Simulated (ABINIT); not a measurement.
An input for ABINIT 10.8.3 (BaH2 (P6_3/mmc)):

```
acell 3*1.0 Angstrom
rprim 
  4.462025052349 0.000000000014 0.000000000000
  -2.231012526186 3.864227047650 0.000000000000
  0.000000000000 0.000000000000 6.055292590000
ntypat 2
znucl 56 1
natom 6
typat 1 1 2 2 2 2
xred 
  0.666666666667 0.333333333333 0.750000000000
  0.333333333333 0.666666666667 0.250000000000
  0.333333333333 0.666666666667 0.750000000000
  0.666666666667 0.333333333333 0.250000000000
  0.000000000000 0.000000000000 0.500000000000
  0.000000000000 0.000000000000 0.000000000000
pp_dirpath "pseudos"
pseudos "Ba.upf, H.upf"
ecut 32
ngkpt 3 3 2
nshiftk 1
shiftk 0 0 0
kptopt 1
chksymbreak 0
istwfk *1
occopt 1
irdwfk 1
optdriver 4
nband 181
gwcalctyp 28
ecutsigx 32
symsigma 0
nkptgw 6
kptgw 
  0.0000000000 0.0000000000 0.0000000000
  0.3333333333 0.0000000000 0.0000000000
  0.3333333333 0.3333333333 0.0000000000
  0.0000000000 0.0000000000 0.5000000000
  0.3333333333 0.0000000000 0.5000000000
  0.3333333333 0.3333333333 0.5000000000
bdgw 
  9 18
  9 18
  9 18
  9 18
  9 18
  9 18
ecuteps 5
irdscr 1
ppmodel 1
irdqps 1
rhoqpmix 0.3
indata_prefix "in"
outdata_prefix "out"
tmpdata_prefix "tmp"
```

```sh
OMP_NUM_THREADS=1 mpirun -n 4 abinit run.abi > log
```

Estimate wall time and host memory on 4 MPI ranks of Arm Neoverse V2, shared host.

It took 2 min; on shared hardware allow 61 s to 4.1 min. Peak host memory was 1.7 GiB.

[Paths, hosts, dates, memory and timing lines, banners, echoed tables and standing remarks are left out of the program output.]

[Logs are printed without paths, hosts, clocks, repeated set-up lines and the standing remarks that a program may print on its own settings, such as how far it seeks lower states.]

[Runs of the session that timed out or met a known fault of the program may be left out.]

[Hosts, paths, dates, database ids (printed as entryN), source tags and the programs' standing remarks are cut or masked in the printed files.]

[G0W0 gaps are taken among the corrected bands and points alone; a level outside them can change the order at an edge.]

[Where Ansatz stands beside ABINIT at settings called matched, ABINIT's density can come from a denser mesh and the files from another edition; pairs whose starting gaps differed by over 0.03 eV were left out, so agreement reads better than it is.]
